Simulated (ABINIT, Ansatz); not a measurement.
# WS2 (Tungstenite): one start, several treatments of the self-energy

How much does the gap of WS2 (Tungstenite) depend on the approximation to the self-energy?

Program: ABINIT 10.8.3. Level of theory: PBE and many-body steps on it, plane waves. Results are calculated unless marked as measured.

## (1) The structure

The structure is hexagonal, space group P6_3/mmc (No. 194). Conventional cell: a = 3.153 Å, b = 3.153 Å, c = 12.323 Å, α = 90.00°, β = 90.00°, γ = 120.00°. Nearest to W lie 6 S at 2.40 Å. S has 3 W at 2.40 Å nearest. Farther neighbours and most contacts between anions are not listed.

The cell and positions come from the Crystallography Open Database and are kept as given unless a step says otherwise. Spin-orbit coupling is left out unless a step names it.

## (2) Empty states on the mesh, 6×6×1 mesh, 777 bands

This step: ABINIT 10.8.3; DFT, PBE, plane waves, norm-conserving pseudopotentials.

The sums over transitions need many empty states on a uniform mesh; this step solves for them.

Input file run.abi:

```
acell 3*1.0 Angstrom
rprim 
  3.153199999992 0.000000000002 0.000000000000
  -1.576599999998 2.730751303206 0.000000000000
  0.000000000000 0.000000000000 12.323000000000
ntypat 2
znucl 74 16
natom 6
typat 1 1 2 2 2 2
xred 
  0.333333333333 0.666666666667 0.250000000000
  0.666666666667 0.333333333333 0.750000000000
  0.333333333333 0.666666666667 0.622500000000
  0.666666666667 0.333333333333 0.122500000000
  0.333333333333 0.666666666667 0.877500000000
  0.666666666667 0.333333333333 0.377500000000
pp_dirpath "pseudos"
pseudos "W.upf, S.upf"
ecut 31
ngkpt 6 6 1
nshiftk 1
shiftk 0 0 0
kptopt 1
chksymbreak 0
iscf -2
irdden 1
istwfk *1
nband 777
nbdbuf 70
tolwfr 1e-09
nstep 60
prtvol 0
indata_prefix "in"
outdata_prefix "out"
tmpdata_prefix "tmp"
```

The run is started by

```console
$ OMP_NUM_THREADS=1 mpirun -n 4 abinit run.abi > log
```

Numbers of over 12 decimals in the logs are rounded to 6 here.

The log of the run:

```text
.Version 10.8.3 of ABINIT. v10.8.2 released Aug 2026.

 Symmetries : space group P6_3/m m c (#194); Bravais hP (primitive hexag.)
[... echo of the input left out ...]
== DATASET  1 ==================================================================
-   mpi_nproc: 4, omp_nthreads: 1 (-1 if OMP is not activated)

--- !DatasetInfo
iteration_state: {dtset: 1, }
dimensions: {natom: 6, nkpt: 7, mband: 777, nsppol: 1, nspinor: 1, nspden: 1, mpw: 5929, }
cutoff_energies: {ecut:  31.0, pawecutdg:  -1.0, }
[...]
7.46503    7.46507    7.46508    7.46552    7.46555    7.47830    7.48895    7.52082
   7.52231    7.52256    7.54818    7.54831    7.54867    7.57528    7.61293    7.62366
   7.64217
 prteigrs : prtvol=0 or 1, do not print more k-points.

== END DATASET(S) ==============================================================
================================================================================

 -outvars: echo values of variables after computation  --------
            nband         777
             nkpt           7
          spgroup         194
 [... the other variables as echoed above ...]

 Calculation completed.
```

The job ended after 22 min (4 MPI ranks of Arm Neoverse V1, shared host; peak memory 0.96 GiB; 89 min of CPU time).

This step gave:

| Property | Result |
| --- | --- |
| gap | 0.9807 eV |
| k of the valence top | 0, 0, 0 |
| k of the conduction bottom | 0.1667, 0.1667, 0 |
| least direct gap | 1.837 eV |
| k points computed | 7 |
| lowest point of the top converged band, above the valence top | 182.8241 eV |

On this mesh the gap is 0.981 eV.

The density comes from a self-consistent run that is not shown.

## (3) Screening, 6×6×1 mesh, 303 bands, screening to 176.9 eV

The RPA dielectric matrix is built and inverted for each q.

This step: RPA screening on PBE, plane waves, norm-conserving pseudopotentials.

Edit run.abi of step 2 so:

```diff
@@ -24,10 +24,11 @@
 chksymbreak 0
-iscf -2
-irdden 1
 istwfk *1
-nband 777
-nbdbuf 70
-tolwfr 1e-09
-nstep 60
-prtvol 0
+occopt 1
+irdwfk 1
+optdriver 3
+nband 303
+ecuteps 6.5
+inclvkb 2
+awtr 1
+symchi 1
 indata_prefix "in"
```

The log of the run:

```text
.Version 10.8.3 of ABINIT. v10.8.2 released Aug 2026.

 Symmetries : space group P6_3/m m c (#194); Bravais hP (primitive hexag.)
[... echo of the input left out ...]
== DATASET  1 ==================================================================
-   mpi_nproc: 4, omp_nthreads: 1 (-1 if OMP is not activated)

--- !DatasetInfo
iteration_state: {dtset: 1, }
dimensions: {natom: 6, nkpt: 7, mband: 303, nsppol: 1, nspinor: 1, nspden: 1, mpw: 5929, }
cutoff_energies: {ecut:  31.0, pawecutdg:  -1.0, }
electrons: {nelect:   5.20000000E+01, charge:   0.00000000E+00, occopt:   1.00000000E+00, tsmear:   1.00000000E-02, }

 SCREENING: Calculation of the susceptibility and dielectric matrices

 Based on a program developped by R.W. Godby, V. Olevano, G. Onida, and L. Reining.
 Incorporated in ABINIT by V. Olevano, G.-M. Rignanese, and M. Torrent.
.Using double precision arithmetic ; gwpc =  8

[... cell and pseudopotentials left out ...]
--------------------------------------------------------------------------------

 ==== K-mesh for the wavefunctions ====
 Number of points in the irreducible wedge :     7
[... list of points left out ...]
 Together with 24 symmetry operations and time-reversal symmetry
 yields    36 points in the full Brillouin Zone.

 ==== Q-mesh for the screening function ====
 Number of points in the irreducible wedge :     7
[... list of points left out ...]
 Together with 24 symmetry operations and time-reversal symmetry
 yields    36 points in the full Brillouin Zone.

 setmesh: FFT mesh size selected  =    20x   20x   90
          total number of points  =        36000

 vcoul_init : cutoff-mode = AUXILIARY_FUNCTION
 q-points for optical limit:   1
     1)      0.000010    0.000020    0.000030

- screening: taking advantage of time-reversal symmetry
- Maximum band index for partially occupied states nbvw = 26
- Remaining bands to be divided among processors   nbcw = 277
- Number of bands treated by each node ~69

 Number of electrons calculated from density =   52.0000; Expected =   52.0000
 average of density, n =  0.072620
 r_s =    1.4869
 omega_plasma =   25.9946 [eV]

 calculating chi0 at frequencies [eV] :
  1    0.000000E+00    0.000000E+00
  2    0.000000E+00    2.599465E+01

--------------------------------------------------------------------------------
  q-point number  1        q = ( 0.000000, 0.000000, 0.000000) [r.l.u.]
--------------------------------------------------------------------------------
[... chi0 elements left out ...]
 For q-point:  0.000010 0.000020 0.000030
  dielectric constant =  13.5116
  dielectric constant without local fields =  15.0823

  Average fulfillment of the sum rule on Im[epsilon] for q-point    1 :     91.01  [%]
[... wings left out ...]
  q-point number  2        q = ( 0.166667, 0.000000, 0.000000) [r.l.u.]
--------------------------------------------------------------------------------
[... chi0 elements left out ...]
  Average fulfillment of the sum rule on Im[epsilon] for q-point    2 :     92.49  [%]

 [... 5 further q-points ...]
```

It took 7.1 min on 4 MPI ranks; peak memory 2.3 GiB.

This step gave:

```yaml
eps_infinity_with_local_fields_on_this_mesh_along_the_program_s_q_direction: 13.51
the_same_without_local_fields: 15.08
plasma_frequency: 25.99 eV
plane_waves_in_the_screening_matrix: 573
```

Local fields lower ε∞ by 10 %. On a Γ-centred mesh this coarse the value itself is usually too large, while a short band sum pulls it down.

## (4) G0W0, Godby-Needs plasmon pole

The self-energy is evaluated for the states that the input lists, and the levels follow from it, in one-shot runs by the linearised quasiparticle equation.

This step: G0W0 on PBE, plane waves, norm-conserving pseudopotentials.

Edit run.abi of step 3 so:

```diff
@@ -27,8 +27,19 @@
 irdwfk 1
-optdriver 3
+optdriver 4
 nband 303
+gwcalctyp 0
+ecutsigx 31
+symsigma 1
+nkptgw 3
+kptgw 
+  0.0000000000 0.0000000000 0.0000000000
+  0.1666666667 0.1666666667 0.0000000000
+  0.3333333333 0.3333333333 0.0000000000
+bdgw 
+  25 28
+  25 28
+  25 28
 ecuteps 6.5
-inclvkb 2
-awtr 1
-symchi 1
+irdscr 1
+ppmodel 1
 indata_prefix "in"
```

The log of the run:

```text
.Version 10.8.3 of ABINIT. v10.8.2 released Aug 2026.

 Symmetries : space group P6_3/m m c (#194); Bravais hP (primitive hexag.)
[... echo of the input left out ...]
== DATASET  1 ==================================================================
-   mpi_nproc: 4, omp_nthreads: 1 (-1 if OMP is not activated)

--- !DatasetInfo
iteration_state: {dtset: 1, }
dimensions: {natom: 6, nkpt: 7, mband: 303, nsppol: 1, nspinor: 1, nspden: 1, mpw: 5929, }
cutoff_energies: {ecut:  31.0, pawecutdg:  -1.0, }
electrons: {nelect:   5.20000000E+01, charge:   0.00000000E+00, occopt:   1.00000000E+00, tsmear:   1.00000000E-02, }

 SIGMA: Calculation of the GW corrections

 Based on a program developped by R.W. Godby, V. Olevano, G. Onida, and L. Reining.
 Incorporated in ABINIT by V. Olevano, G.-M. Rignanese, and M. Torrent.
.Using double precision arithmetic ; gwpc =  8

[... cell and pseudopotentials left out ...]
--------------------------------------------------------------------------------

 ==== K-mesh for the wavefunctions ====
 Number of points in the irreducible wedge :     7
[... list of points left out ...]
 Together with 24 symmetry operations and time-reversal symmetry
 yields    36 points in the full Brillouin Zone.

 ==== Q-mesh for screening function ====
 Number of points in the irreducible wedge :     7
[... list of points left out ...]
 Together with 24 symmetry operations and time-reversal symmetry
 yields    36 points in the full Brillouin Zone.

 vcoul_init : cutoff-mode = AUXILIARY_FUNCTION
 q-points for optical limit:   1
     1)      0.000010    0.000020    0.000030
 setmesh: FFT mesh size selected  =    25x   25x  120
          total number of points  =        75000

 Number of electrons calculated from density =   52.0000; Expected =   52.0000
 average of density, n =  0.072620
 r_s =    1.4869
 omega_plasma =   25.9946 [eV]

 === KS Band Gaps ===
  >>>> For spin  1
   Minimum direct gap =   1.8369 [eV], located at k-point      :   0.3333  0.3333  0.0000
   Fundamental gap    =   0.9806 [eV], Top of valence bands at :   0.0000  0.0000  0.0000
                                       Bottom of conduction at :   0.1667  0.1667  0.0000
 SIGMA fundamental parameters:
 PLASMON POLE MODEL  1
 number of plane-waves for SigmaX                 5885
 number of plane-waves for SigmaC and W            573
 number of plane-waves for wavefunctions          5885
 number of bands                                   303
 number of independent spin polarizations            1
 number of spinorial components                      1
 number of k-points in IBZ                           7
 number of q-points in IBZ                           7
 number of symmetry operations                      24
 number of k-points in BZ                           36
 number of q-points in BZ                           36
 number of frequencies for dSigma/dE                 9
 frequency step for dSigma/dE [eV]                0.25
 number of omega for Sigma on real axis              0
 max omega for Sigma on real axis  [eV]           0.00
 zcut for avoiding poles [eV]                     0.10

 EPSILON^-1 parameters (SCR file):
 dimension of the eps^-1 matrix on file            573
 dimension of the eps^-1 matrix used               573
 number of plane-waves for wavefunctions          5885
 number of bands                                   303
 number of q-points in IBZ                           7
 number of frequencies                               2
 number of real frequencies                          1
 number of imag frequencies                          1

 matrix elements of self-energy operator (all in [eV])

 Perturbative Calculation

--- !SelfEnergy_ee
iteration_state: {dtset: 1, }
kpoint     : [   0.000,    0.000,    0.000, ]
spin       : 1
KS_gap     :    2.311
QP_gap     :    2.761
Delta_QP_KS:    0.450
data: !SigmaeeData |
     Band     E0 <VxcDFT>   SigX SigC(E0)      Z dSigC/dE  Sig(E)    E-E0       E
       25   8.288 -14.458 -15.573   0.949   0.787  -0.271 -14.589  -0.131   8.157
       26   9.509 -15.590 -16.105   0.435   0.784  -0.276 -15.652  -0.063   9.446
       27  11.820 -15.225 -10.553  -4.180   0.787  -0.271 -14.838   0.387  12.207
       28  11.820 -15.225 -10.553  -4.180   0.787  -0.271 -14.838   0.387  12.207

--- !SelfEnergy_ee
iteration_state: {dtset: 1, }
kpoint     : [   0.167,    0.167,    0.000, ]
spin       : 1
KS_gap     :    2.486
QP_gap     :    2.854
Delta_QP_KS:    0.368
data: !SigmaeeData |
     Band     E0 <VxcDFT>   SigX SigC(E0)      Z dSigC/dE  Sig(E)    E-E0       E
       25   7.976 -15.191 -16.569   1.225   0.783  -0.278 -15.311  -0.120   7.856
       26   8.004 -15.258 -16.559   1.189   0.783  -0.278 -15.346  -0.088   7.916
[...]
--- !SelfEnergy_ee
iteration_state: {dtset: 1, }
kpoint     : [   0.333,    0.333,    0.000, ]
spin       : 1
KS_gap     :    1.837
QP_gap     :    2.395
Delta_QP_KS:    0.558
data: !SigmaeeData |
     Band     E0 <VxcDFT>   SigX SigC(E0)      Z dSigC/dE  Sig(E)    E-E0       E
[...]
26   8.977 -15.421 -15.957   0.483   0.787  -0.271 -15.463  -0.042   8.935
       27  10.814 -16.363 -11.961  -3.747   0.787  -0.271 -15.847   0.516  11.330
       28  10.814 -16.363 -11.961  -3.747   0.787  -0.271 -15.847   0.516  11.330

== END DATASET(S) ==============================================================
================================================================================

 -outvars: echo values of variables after computation  --------
           etotal      0.0000000000E+00
            nband         303
             nkpt           7
          spgroup         194
 [... the other variables as echoed above ...]

 Calculation completed.
```

Wall time 3 min (4 MPI ranks); peak memory 2.3 GiB; 12 min of CPU time.

Numbers from this step:

```yaml
g0w0_gap_on_the_points_computed: 1.324 eV
starting_gap_on_the_mesh: 0.9807 eV
k_of_the_valence_top: 0, 0, 0
k_of_the_conduction_bottom: 0.1667, 0.1667, 0
z_at_the_valence_top: 0.784
z_at_the_conduction_bottom: 0.793
least_direct_g0w0_gap_on_the_computed_points: 2.395 eV
```

The gap on the mesh goes from 0.98 eV to 1.32 eV, a correction of +0.34 eV.

## (5) G0W0, von der Linden-Horsch plasmon pole

Edit run.abi of step 4 so:

```diff
@@ -43,3 +43,3 @@
 irdscr 1
-ppmodel 1
+ppmodel 3
 indata_prefix "in"
```

The log of the run:

```text
.Version 10.8.3 of ABINIT. v10.8.2 released Aug 2026.

 Symmetries : space group P6_3/m m c (#194); Bravais hP (primitive hexag.)
[... echo of the input left out ...]
== DATASET  1 ==================================================================
-   mpi_nproc: 4, omp_nthreads: 1 (-1 if OMP is not activated)

--- !DatasetInfo
iteration_state: {dtset: 1, }
dimensions: {natom: 6, nkpt: 7, mband: 303, nsppol: 1, nspinor: 1, nspden: 1, mpw: 5929, }
cutoff_energies: {ecut:  31.0, pawecutdg:  -1.0, }
electrons: {nelect:   5.20000000E+01, charge:   0.00000000E+00, occopt:   1.00000000E+00, tsmear:   1.00000000E-02, }

 SIGMA: Calculation of the GW corrections

 Based on a program developped by R.W. Godby, V. Olevano, G. Onida, and L. Reining.
 Incorporated in ABINIT by V. Olevano, G.-M. Rignanese, and M. Torrent.
.Using double precision arithmetic ; gwpc =  8

[... cell and pseudopotentials left out ...]
--------------------------------------------------------------------------------

 ==== K-mesh for the wavefunctions ====
 Number of points in the irreducible wedge :     7
[... list of points left out ...]
 Together with 24 symmetry operations and time-reversal symmetry
 yields    36 points in the full Brillouin Zone.

 ==== Q-mesh for screening function ====
 Number of points in the irreducible wedge :     7
[... list of points left out ...]
 Together with 24 symmetry operations and time-reversal symmetry
 yields    36 points in the full Brillouin Zone.

 vcoul_init : cutoff-mode = AUXILIARY_FUNCTION
 q-points for optical limit:   1
     1)      0.000010    0.000020    0.000030
 setmesh: FFT mesh size selected  =    25x   25x  120
          total number of points  =        75000

 Number of electrons calculated from density =   52.0000; Expected =   52.0000
[...]
number of plane-waves for wavefunctions          5885
 number of bands                                   303
 number of q-points in IBZ                           7
 number of frequencies                               2
 number of real frequencies                          1
 number of imag frequencies                          1

 matrix elements of self-energy operator (all in [eV])

 Perturbative Calculation

--- !SelfEnergy_ee
iteration_state: {dtset: 1, }
kpoint     : [   0.000,    0.000,    0.000, ]
spin       : 1
KS_gap     :    2.311
QP_gap     :    2.810
Delta_QP_KS:    0.499
data: !SigmaeeData |
     Band     E0 <VxcDFT>   SigX SigC(E0)      Z dSigC/dE  Sig(E)    E-E0       E
       25   8.288 -14.458 -15.573   0.543   0.826  -0.211 -14.931  -0.473   7.815
       26   9.509 -15.590 -16.105   0.067   0.822  -0.217 -15.958  -0.368   9.141
       27  11.820 -15.225 -10.553  -4.513   0.823  -0.214 -15.094   0.131  11.951
[...]
--- !SelfEnergy_ee
iteration_state: {dtset: 1, }
kpoint     : [   0.167,    0.167,    0.000, ]
spin       : 1
KS_gap     :    2.486
QP_gap     :    2.901
Delta_QP_KS:    0.415
data: !SigmaeeData |
     Band     E0 <VxcDFT>   SigX SigC(E0)      Z dSigC/dE  Sig(E)    E-E0       E
[...]
--- !SelfEnergy_ee
iteration_state: {dtset: 1, }
kpoint     : [   0.333,    0.333,    0.000, ]
spin       : 1
KS_gap     :    1.837
QP_gap     :    2.486
Delta_QP_KS:    0.649
data: !SigmaeeData |
     Band     E0 <VxcDFT>   SigX SigC(E0)      Z dSigC/dE  Sig(E)    E-E0       E
[...]
27  10.814 -16.363 -11.961  -4.047   0.823  -0.216 -16.070   0.293  11.107
       28  10.814 -16.363 -11.961  -4.047   0.823  -0.216 -16.070   0.293  11.107

== END DATASET(S) ==============================================================
================================================================================

 -outvars: echo values of variables after computation  --------
           etotal      0.0000000000E+00
            nband         303
             nkpt           7
          spgroup         194
 [... the other variables as echoed above ...]

 Calculation completed.
```

Run time: 57 s. Hardware: 4 MPI ranks; peak memory 2 GiB.

This step gave:

* G0W0 gap on the points computed: 1.337 eV
* starting gap on the mesh: 0.9807 eV
* k of the valence top: 0, 0, 0
* k of the conduction bottom: 0.1667, 0.1667, 0
* Z at the valence top: 0.822
* Z at the conduction bottom: 0.83
* least direct G0W0 gap on the computed points: 2.486 eV

Against G0W0 in ABINIT (6×6×1 mesh, 303 bands, screening to 176.9 eV, Godby-Needs plasmon pole), the gap moves by +0.013 eV.

(Part 1 of 2 ends here.)

[Paths, hosts, dates, memory and timing lines, banners, echoed tables and standing remarks are left out of the program output.]

[Logs are printed without paths, hosts, clocks, repeated set-up lines and the standing remarks that a program may print on its own settings, such as how far it seeks lower states.]

[Runs of the session that timed out or met a known fault of the program may be left out.]

[Hosts, paths, dates, database ids (printed as entryN), source tags and the programs' standing remarks are cut or masked in the printed files.]

[G0W0 gaps are taken among the corrected bands and points alone; a level outside them can change the order at an edge.]

[Where Ansatz stands beside ABINIT at settings called matched, ABINIT's density can come from a denser mesh and the files from another edition; pairs whose starting gaps differed by over 0.03 eV were left out, so agreement reads better than it is.]
